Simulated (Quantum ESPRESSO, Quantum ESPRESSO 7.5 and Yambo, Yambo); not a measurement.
**MgH2 (P4_2/mnm): G0W0 with Yambo, start to end**

Aim: the G0W0 gap of MgH2 (P4_2/mnm) on PBE, step by step.

Method: PBE and many-body steps on it, plane waves, in Quantum ESPRESSO 7.5 and Yambo 5.3.0.

**What was measured.**

- Gap 5.6 ± 0.1 eV: optical band gap from transmission onset (total and diffuse); optical transmission and ellipsometry; 300 K; film (polycrystalline Pd-capped film on quartz, hydrogenated at 100 bar and 100 C, measured in 1 bar H2) (“Optical properties of MgH2 measured in situ in a novel gas cell for ellipsometry/spectrophotometry”, 2003, arxiv:cond-mat/0305418).

## (1) The starting structure

Symmetry: P4_2/mnm, No. 136, tetragonal system. Conventional cell: a = 4.517 Å, b = 4.517 Å, c = 3.020 Å, α = 90.00°, β = 90.00°, γ = 90.00°. Mg has 6 H at 1.95 Å nearest. Nearest to H lie 3 Mg at 1.95 Å. Farther neighbours are not listed.

The cell and positions come from the Crystallography Open Database and are kept as given unless a step says otherwise.

## (2) Ground state

This step: Quantum ESPRESSO 7.5; DFT, PBE, plane waves, norm-conserving pseudopotentials.

The ground-state density comes first.

Input file pw.in:

```
&control
  calculation = 'scf'
  prefix = 'x'
  outdir = 'o'
  pseudo_dir = 'pseudo'
/
&system
  ibrav = 0
  nat = 6
  ntyp = 2
  ecutwfc = 76.0
  nbnd = 19
  force_symmorphic = .true.
/
&electrons
  conv_thr = 1e-10
  electron_maxstep = 80
  mixing_beta = 0.5
/
ATOMIC_SPECIES
  Mg 24.305 Mg.upf
  H 1.008 H.upf
CELL_PARAMETERS angstrom
  4.5168000000 0.0000000000 0.0000000000
  0.0000000000 4.5168000000 0.0000000000
  0.0000000000 0.0000000000 3.0205000000
ATOMIC_POSITIONS crystal
  Mg 0.0000000000 0.0000000000 0.0000000000
  Mg 0.5000000000 0.5000000000 0.5000000000
  H 0.3060000000 0.3060000000 0.0000000000
  H 0.1940000000 0.8060000000 0.5000000000
  H 0.6940000000 0.6940000000 0.0000000000
  H 0.8060000000 0.1940000000 0.5000000000
K_POINTS automatic
  4 4 6 0 0 0
```

Run with:

```console
$ OMP_NUM_THREADS=1 mpirun -n 4 pw.x -nk 4 -in pw.in > pw.out
```

What it wrote:

```text
Program PWSCF v.7.5 starts

     This program is part of the open-source Quantum ESPRESSO suite
     for quantum simulation of materials; please cite
         "P. Giannozzi et al., J. Phys.:Condens. Matter 21 395502 (2009);
         "P. Giannozzi et al., J. Phys.:Condens. Matter 29 465901 (2017);
         "P. Giannozzi et al., J. Chem. Phys. 152 154105 (2020);
     in publications or presentations arising from this work. More details at
     Message from routine setup:
     using ibrav=0 with symmetry is DISCOURAGED, use correct ibrav instead

     G-vector sticks info

     bravais-lattice index     =            0
     lattice parameter (alat)  =       8.5355  a.u.
     unit-cell volume          =     415.8504 (a.u.)^3
     number of atoms/cell      =            6
     number of atomic types    =            2
     number of electrons       =        24.00
     number of Kohn-Sham states=           19
     kinetic-energy cutoff     =      76.0000  Ry
     charge density cutoff     =     304.0000  Ry
     scf convergence threshold =      1.0E-10
     mixing beta               =       0.5000
     number of iterations used =            8  plain     mixing
     Exchange-correlation= PBE
                           (   1   4   3   4   0   0   0)

     celldm(1)=   8.535515  celldm(2)=   0.000000  celldm(3)=   0.000000
     celldm(4)=   0.000000  celldm(5)=   0.000000  celldm(6)=   0.000000

     crystal axes: (cart. coord. in units of alat)
               a(1) = (   1.000000   0.000000   0.000000 )
               a(2) = (   0.000000   1.000000   0.000000 )
               a(3) = (   0.000000   0.000000   0.668726 )

     reciprocal axes: (cart. coord. in units 2 pi/alat)
               b(1) = (  1.000000  0.000000  0.000000 )
               b(2) = (  0.000000  1.000000  0.000000 )
               b(3) = (  0.000000  0.000000  1.495382 )
     Pseudo is Norm-conserving, Zval = 10.0
     Generated using ONCVPSP code by D. R. Hamann
     Using radial grid of 1510 points,  4 beta functions with:
     Pseudo is Norm-conserving, Zval =  1.0
     Generated using ONCVPSP code by D. R. Hamann
     Using radial grid of 1166 points,  3 beta functions with:
     Mg               10.00    24.30500     Mg( 1.00)
     H                 1.00     1.00800     H ( 1.00)

      8 Sym. Ops., with inversion, found

   Cartesian axes

     site n.     atom                  positions (alat units)
         1        Mg     tau(   1) = (   0.0000000   0.0000000   0.0000000  )
         2        Mg     tau(   2) = (   0.5000000   0.5000000   0.3343628  )
         3        H      tau(   3) = (   0.3060000   0.3060000   0.0000000  )
         4        H      tau(   4) = (   0.1940000   0.8060000   0.3343628  )
         5        H      tau(   5) = (   0.6940000   0.6940000   0.0000000  )
         6        H      tau(   6) = (   0.8060000   0.1940000   0.3343628  )

     number of k points=    28
                       cart. coord. in units 2pi/alat
        k(    1) = (   0.0000000   0.0000000   0.0000000), wk =   0.0208333
        k(    2) = (   0.0000000   0.0000000   0.2492303), wk =   0.0416667
        k(    3) = (   0.0000000   0.0000000   0.4984605), wk =   0.0416667
        k(    4) = (   0.0000000   0.0000000  -0.7476908), wk =   0.0208333
        k(    5) = (   0.0000000   0.2500000   0.0000000), wk =   0.0833333
        k(    6) = (   0.0000000   0.2500000   0.2492303), wk =   0.1666667
        k(    7) = (   0.0000000   0.2500000   0.4984605), wk =   0.1666667
        k(    8) = (   0.0000000   0.2500000  -0.7476908), wk =   0.0833333
        k(    9) = (   0.0000000  -0.5000000   0.0000000), wk =   0.0416667
        k(   10) = (   0.0000000  -0.5000000   0.2492303), wk =   0.0833333
     [... 16 further rows ...]
        k(   27) = (  -0.2500000   0.2500000  -0.4984605), wk =   0.0833333
        k(   28) = (  -0.2500000   0.2500000   0.7476908), wk =   0.0416667

     Dense  grid:    37211 G-vectors     FFT dimensions: (  48,  48,  32)

     Initial potential from superposition of free atoms

     starting charge      23.9984, renormalised to      24.0000
     Starting wfcs are   14 randomized atomic wfcs +    5 random wfcs

     per-process dynamical memory:    32.9 Mb

     Self-consistent Calculation

     iteration #  1     ecut=    76.00 Ry     beta= 0.50

     total energy              =    -242.32353741 Ry
     estimated scf accuracy    <       0.27997288 Ry

     iteration #  2     ecut=    76.00 Ry     beta= 0.50

     total energy              =    -242.32502523 Ry
     estimated scf accuracy    <       0.03123873 Ry

     iteration #  3     ecut=    76.00 Ry     beta= 0.50

     total energy              =    -242.32858313 Ry
     estimated scf accuracy    <       0.00026793 Ry

     iteration #  4     ecut=    76.00 Ry     beta= 0.50

     total energy              =    -242.32862919 Ry
     estimated scf accuracy    <       0.00001306 Ry

     iteration #  5     ecut=    76.00 Ry     beta= 0.50

     total energy              =    -242.32863409 Ry
     estimated scf accuracy    <       0.00000309 Ry

     iteration #  6     ecut=    76.00 Ry     beta= 0.50

     total energy              =    -242.32863466 Ry
     estimated scf accuracy    <       0.00000002 Ry

     iteration #  7     ecut=    76.00 Ry     beta= 0.50

     total energy              =    -242.32863466 Ry
     estimated scf accuracy    <          4.9E-10 Ry

     iteration #  8     ecut=    76.00 Ry     beta= 0.50

     End of self-consistent calculation

          k = 0.0000 0.0000 0.0000 (  4651 PWs)   bands (ev):

   -71.9087 -71.9079 -38.6917 -38.6917 -38.6704 -38.6704 -38.6475 -38.6451
    -4.6632   0.3248   0.3248   1.2638   6.5099   6.8499  10.8674  10.8674
    12.7193  12.9758  13.9674

          k = 0.0000 0.0000 0.2492 (  4660 PWs)   bands (ev):

   -71.9081 -71.9074 -38.6905 -38.6905 -38.6699 -38.6699 -38.6555 -38.6535
    -4.2496   0.5943   0.5943   1.2435   6.9516   6.9660   9.9480  11.0596
    11.0596  12.2386  13.4049

          k = 0.0000 0.0000 0.4985 (  4656 PWs)   bands (ev):

   -71.9069 -71.9064 -38.6881 -38.6881 -38.6717 -38.6703 -38.6689 -38.6689
    -3.0534   0.5291   1.2541   1.2541   6.8543   8.3339   9.6215   9.7106
     9.7106  10.2396  12.8391

          k = 0.0000 0.0000-0.7477 (  4632 PWs)   bands (ev):

     [... further k-points ...]

     highest occupied, lowest unoccupied level (ev):     1.7041    5.5994

!    total energy              =    -242.32863466 Ry
     estimated scf accuracy    <          4.8E-11 Ry

     The total energy is the sum of the following terms:
     one-electron contribution =    -196.22456135 Ry
     hartree contribution      =      92.84210885 Ry
     xc contribution           =     -34.64168026 Ry
     ewald contribution        =    -104.30450191 Ry

     convergence has been achieved in   8 iterations

     XML data file, charge density, pseudopotentials, collected wavefunctions

=------------------------------------------------------------------------------=
   JOB DONE.
=------------------------------------------------------------------------------=
```

The job ended after 8.5 s (4 MPI ranks of Intel Xeon Platinum 8259CL at 2.50GHz (Skylake/Cascade Lake), shared host; peak memory 0.32 GiB; 33 s of CPU time).

This step gave:

| Quantity | Value |
| --- | --- |
| total energy | -3297.0490 eV |
| gap | 3.895 eV |
| k of the valence top | 0, 0.25, 0 |
| k of the conduction bottom | -0.5, -0.5, -0.5 |
| least direct gap | 4.666 eV |

The gap is indirect, with the least direct gap 0.77 eV higher.

## (3) Bands along the symmetry lines

Levels along a band path, at the cheap level, show where the edges lie and whether the meshes to come will hold them.

Input file pw.in:

```
&control
  calculation = 'bands'
  prefix = 'x'
  outdir = 'o'
  pseudo_dir = 'pseudo'
/
&system
  ibrav = 0
  nat = 6
  ntyp = 2
  ecutwfc = 76.0
  nbnd = 18
  force_symmorphic = .true.
/
&electrons
  conv_thr = 1e-9
  electron_maxstep = 80
  diago_full_acc = .true.
  diago_thr_init = 5e-6
/
ATOMIC_SPECIES
  Mg 24.305 Mg.upf
  H 1.008 H.upf
CELL_PARAMETERS angstrom
  4.5168000000 0.0000000000 0.0000000000
  0.0000000000 4.5168000000 0.0000000000
  0.0000000000 0.0000000000 3.0205000000
ATOMIC_POSITIONS crystal
  Mg 0.0000000000 0.0000000000 0.0000000000
  Mg 0.5000000000 0.5000000000 0.5000000000
  H 0.3060000000 0.3060000000 0.0000000000
  H 0.1940000000 0.8060000000 0.5000000000
  H 0.6940000000 0.6940000000 0.0000000000
  H 0.8060000000 0.1940000000 0.5000000000
K_POINTS crystal
  75
  0.00000000 0.00000000 0.00000000 1
  0.00000000 0.06250000 0.00000000 1
  0.00000000 0.12500000 0.00000000 1
  0.00000000 0.18750000 0.00000000 1
  0.00000000 0.25000000 0.00000000 1
  0.00000000 0.31250000 0.00000000 1
  0.00000000 0.37500000 0.00000000 1
  0.00000000 0.43750000 0.00000000 1
  0.00000000 0.50000000 0.00000000 1
  0.06250000 0.50000000 0.00000000 1
  0.12500000 0.50000000 0.00000000 1
  0.18750000 0.50000000 0.00000000 1
  0.25000000 0.50000000 0.00000000 1
  0.31250000 0.50000000 0.00000000 1
  0.37500000 0.50000000 0.00000000 1
  0.43750000 0.50000000 0.00000000 1
  0.50000000 0.50000000 0.00000000 1
  0.43750000 0.43750000 0.00000000 1
  0.37500000 0.37500000 0.00000000 1
  0.31250000 0.31250000 0.00000000 1
  0.25000000 0.25000000 0.00000000 1
  0.18750000 0.18750000 0.00000000 1
  0.12500000 0.12500000 0.00000000 1
  0.06250000 0.06250000 0.00000000 1
  0.00000000 0.00000000 0.00000000 1
  0.00000000 0.00000000 0.06250000 1
  0.00000000 0.00000000 0.12500000 1
  0.00000000 0.00000000 0.18750000 1
  0.00000000 0.00000000 0.25000000 1
  0.00000000 0.00000000 0.31250000 1
  0.00000000 0.00000000 0.37500000 1
  0.00000000 0.00000000 0.43750000 1
  0.00000000 0.00000000 0.50000000 1
  0.00000000 0.06250000 0.50000000 1
  0.00000000 0.12500000 0.50000000 1
  0.00000000 0.18750000 0.50000000 1
  0.00000000 0.25000000 0.50000000 1
  0.00000000 0.31250000 0.50000000 1
  0.00000000 0.37500000 0.50000000 1
  0.00000000 0.43750000 0.50000000 1
  0.00000000 0.50000000 0.50000000 1
  0.06250000 0.50000000 0.50000000 1
  0.12500000 0.50000000 0.50000000 1
  0.18750000 0.50000000 0.50000000 1
  0.25000000 0.50000000 0.50000000 1
  0.31250000 0.50000000 0.50000000 1
  0.37500000 0.50000000 0.50000000 1
  0.43750000 0.50000000 0.50000000 1
  0.50000000 0.50000000 0.50000000 1
  0.43750000 0.43750000 0.50000000 1
  0.37500000 0.37500000 0.50000000 1
  0.31250000 0.31250000 0.50000000 1
  0.25000000 0.25000000 0.50000000 1
  0.18750000 0.18750000 0.50000000 1
  0.12500000 0.12500000 0.50000000 1
  0.06250000 0.06250000 0.50000000 1
  0.00000000 0.00000000 0.50000000 1
  0.00000000 0.50000000 0.00000000 1
  0.00000000 0.50000000 0.06250000 1
  0.00000000 0.50000000 0.12500000 1
  0.00000000 0.50000000 0.18750000 1
  0.00000000 0.50000000 0.25000000 1
  0.00000000 0.50000000 0.31250000 1
  0.00000000 0.50000000 0.37500000 1
  0.00000000 0.50000000 0.43750000 1
  0.00000000 0.50000000 0.50000000 1
  0.50000000 0.50000000 0.00000000 1
  0.50000000 0.50000000 0.06250000 1
  0.50000000 0.50000000 0.12500000 1
  0.50000000 0.50000000 0.18750000 1
  0.50000000 0.50000000 0.25000000 1
  0.50000000 0.50000000 0.31250000 1
  0.50000000 0.50000000 0.37500000 1
  0.50000000 0.50000000 0.43750000 1
  0.50000000 0.50000000 0.50000000 1
```

What it wrote:

```text
[banner, memory and clock lines left out]
Program PWSCF v.7.5 starts

     Atomic positions and unit cell read from directory:
     o/x.save/

     Message from routine setup:
     using ibrav=0 with symmetry is DISCOURAGED, use correct ibrav instead

     G-vector sticks info

     bravais-lattice index     =            0
     lattice parameter (alat)  =       8.5355  a.u.
     unit-cell volume          =     415.8504 (a.u.)^3
     number of atoms/cell      =            6
     number of atomic types    =            2
     number of electrons       =        24.00
     number of Kohn-Sham states=           18
     kinetic-energy cutoff     =      76.0000  Ry
     charge density cutoff     =     304.0000  Ry
     Exchange-correlation= PBE
                           (   1   4   3   4   0   0   0)

     celldm(1)=   8.535515  celldm(2)=   0.000000  celldm(3)=   0.000000
     celldm(4)=   0.000000  celldm(5)=   0.000000  celldm(6)=   0.000000

     crystal axes: (cart. coord. in units of alat)
               a(1) = (   1.000000   0.000000   0.000000 )
               a(2) = (   0.000000   1.000000   0.000000 )
               a(3) = (   0.000000   0.000000   0.668726 )

     reciprocal axes: (cart. coord. in units 2 pi/alat)
               b(1) = (  1.000000  0.000000  0.000000 )
               b(2) = (  0.000000  1.000000  0.000000 )
               b(3) = (  0.000000  0.000000  1.495382 )
     Pseudo is Norm-conserving, Zval = 10.0
     Generated using ONCVPSP code by D. R. Hamann
     Using radial grid of 1510 points,  4 beta functions with:
     Pseudo is Norm-conserving, Zval =  1.0
     Generated using ONCVPSP code by D. R. Hamann
     Using radial grid of 1166 points,  3 beta functions with:
     Mg               10.00    24.30500     Mg( 1.00)
     H                 1.00     1.00800     H ( 1.00)

      8 Sym. Ops., with inversion, found

   Cartesian axes

     site n.     atom                  positions (alat units)
         1        Mg     tau(   1) = (   0.0000000   0.0000000   0.0000000  )
         2        Mg     tau(   2) = (   0.5000000   0.5000000   0.3343628  )
         3        H      tau(   3) = (   0.3060000   0.3060000   0.0000000  )
         4        H      tau(   4) = (   0.1940000   0.8060000   0.3343628  )
         5        H      tau(   5) = (   0.6940000   0.6940000   0.0000000  )
         6        H      tau(   6) = (   0.8060000   0.1940000   0.3343628  )

     number of k points=    75
                       cart. coord. in units 2pi/alat
        k(    1) = (   0.0000000   0.0000000   0.0000000), wk =   0.0266667
        k(    2) = (   0.0000000   0.0625000   0.0000000), wk =   0.0266667
        k(    3) = (   0.0000000   0.1250000   0.0000000), wk =   0.0266667
[...]
[... 63 further rows ...]
        k(   74) = (   0.5000000   0.5000000   0.6542294), wk =   0.0266667
        k(   75) = (   0.5000000   0.5000000   0.7476908), wk =   0.0266667

     Dense  grid:    37211 G-vectors     FFT dimensions: (  48,  48,  32)

     The potential is recalculated from file :
     o/x.save/charge-density

     Starting wfcs are   14 randomized atomic wfcs +    4 random wfcs

     Band Structure Calculation

     End of band structure calculation

          k = 0.0000 0.0000 0.0000 (  4651 PWs)   bands (ev):

   -71.9088 -71.9079 -38.6918 -38.6918 -38.6704 -38.6704 -38.6475 -38.6452
    -4.6632   0.3248   0.3248   1.2638   6.5099   6.8499  10.8674  10.8674
    12.7193  12.9759

          k = 0.0000 0.0625 0.0000 (  4653 PWs)   bands (ev):

   -71.9088 -71.9079 -38.6917 -38.6917 -38.6705 -38.6704 -38.6475 -38.6453
[...]
13.0001  13.0144

          k = 0.0000 0.1250 0.0000 (  4645 PWs)   bands (ev):

[...]
13.0728  13.6346

[...]
k = 0.5000 0.5000 0.6542 (  4656 PWs)   bands (ev):

[...]
14.5631  14.5631

          k = 0.5000 0.5000 0.7477 (  4696 PWs)   bands (ev):

   -71.9061 -71.9061 -38.6871 -38.6871 -38.6793 -38.6792 -38.6687 -38.6687
    -0.1430  -0.1430   0.8303   0.8303   5.5994   5.5994   5.9392   5.9392
    14.6912  14.6912

     XML data file, pseudopotentials, collected wavefunctions
```

It took 7 s on 4 MPI ranks; peak memory 0.27 GiB; 27 s of CPU time.

This step gave:

```yaml
gap: 3.756 eV
k_of_the_valence_top: 0, 0.25, 0
k_of_the_conduction_bottom: 0.375, 0.375, 0.5
least_direct_gap: 4.523 eV
```

The gap is 3.756 eV, −0.139 eV from the run before at this level.

Electronic bands along the path, in eV, zero at the top of the highest filled band:

```
    point  band 9  band 10  band 11  band 12  band 13  band 14  band 15  band 16
        Γ   -6.37    -1.38    -1.38    -0.44     4.81     5.15     9.16     9.16
  halfway   -5.96    -2.94    -1.11     0.00     4.80     6.52     7.18    10.09
        X   -4.76    -4.76    -0.45    -0.45     5.38     5.38    10.13    10.13
  halfway   -4.40    -4.40    -1.46    -1.46     6.82     6.82    10.29    10.29
        M   -3.71    -3.71    -2.65    -2.65     9.11     9.11     9.16     9.16
  halfway   -5.55    -2.94    -2.11    -0.32     5.76     6.86     8.16    10.09
        Γ   -6.37    -1.38    -1.38    -0.44     4.81     5.15     9.16     9.16
  halfway   -5.45    -0.80    -0.80    -0.66     5.18     5.83     7.65     9.03
        Z   -2.96    -2.96    -0.02    -0.02     6.29     6.29     6.86     6.86
  halfway   -2.68    -2.68    -0.42    -0.42     5.37     5.37     7.34     7.34
        R   -2.23    -2.23    -1.01    -1.01     5.20     5.20     6.87     6.87
  halfway   -2.06    -2.06    -0.93    -0.93     4.28     4.28     5.41     5.41
        A   -1.85    -1.85    -0.87    -0.87     3.90     3.90     4.24     4.24
  halfway   -2.47    -2.39    -0.70    -0.49     4.18     5.07     6.00     6.68
        Z   -2.96    -2.96    -0.02    -0.02     6.29     6.29     6.86     6.86
jump to X   -4.76    -4.76    -0.45    -0.45     5.38     5.38    10.13    10.13
  halfway   -3.91    -3.91    -0.26    -0.26     5.88     5.88     7.33     7.33
        R   -2.23    -2.23    -1.01    -1.01     5.20     5.20     6.87     6.87
jump to M   -3.71    -3.71    -2.65    -2.65     9.11     9.11     9.16     9.16
  halfway   -2.95    -2.95    -1.95    -1.95     6.46     6.46     6.82     6.82
        A   -1.85    -1.85    -0.87    -0.87     3.90     3.90     4.24     4.24
```

The electronic bands as a text plot (rows in eV, shown from -8.0 to 7.9 only):

```
    7.5 |           ++       +++   ++          +++   +++    +
    6.9 |  +    +     +        ++++  ++       +++++     ++   +
    6.2 |  ++  +     + +      +  +     +      + +++  +       +
    5.5 | +  ++       +++  +++ ++ +++   +    + + + ++ ++      +
    4.9 |+++++          ++++ ++      +++ +   ++++       ++     +
    4.2 |                               +++++ +                 +
    3.6 |                                 ++++
    2.9 |
    2.2 |
    1.6 |
    0.9 |
    0.3 |  *           **        *               **
   -0.4 |** ***       *  ******** ***        ***** *****
   -1.1 |****  *     *   ******      *********          **     **
   -1.7 |**     *   *  **      *         ****                ** *
   -2.4 |        ********       *  ******    ***        ***** **
   -3.0 |  *         **          **             ***    *    **
   -3.7 |   *    ****           *                    **   **
   -4.4 |    * **  **          *                    *
   -5.0 |    **      *        *                    *
   -5.7 |  **         **    **
   -6.3 |**             ****
   -7.0 |
   -7.7 |
         Γ   X    M      Γ       Z    R    A     Z|X    R|M     A
```

(Continued in part 2 of 3.)

[Paths, hosts, dates, memory and timing lines, banners, echoed tables and standing remarks are left out of the program output.]

[Logs are printed without paths, hosts, clocks, repeated set-up lines and the standing remarks that a program may print on its own settings, such as how far it seeks lower states.]

[Runs of the session that timed out or met a known fault of the program may be left out.]

[Hosts, paths, dates, database ids (printed as entryN), source tags and the programs' standing remarks are cut or masked in the printed files.]
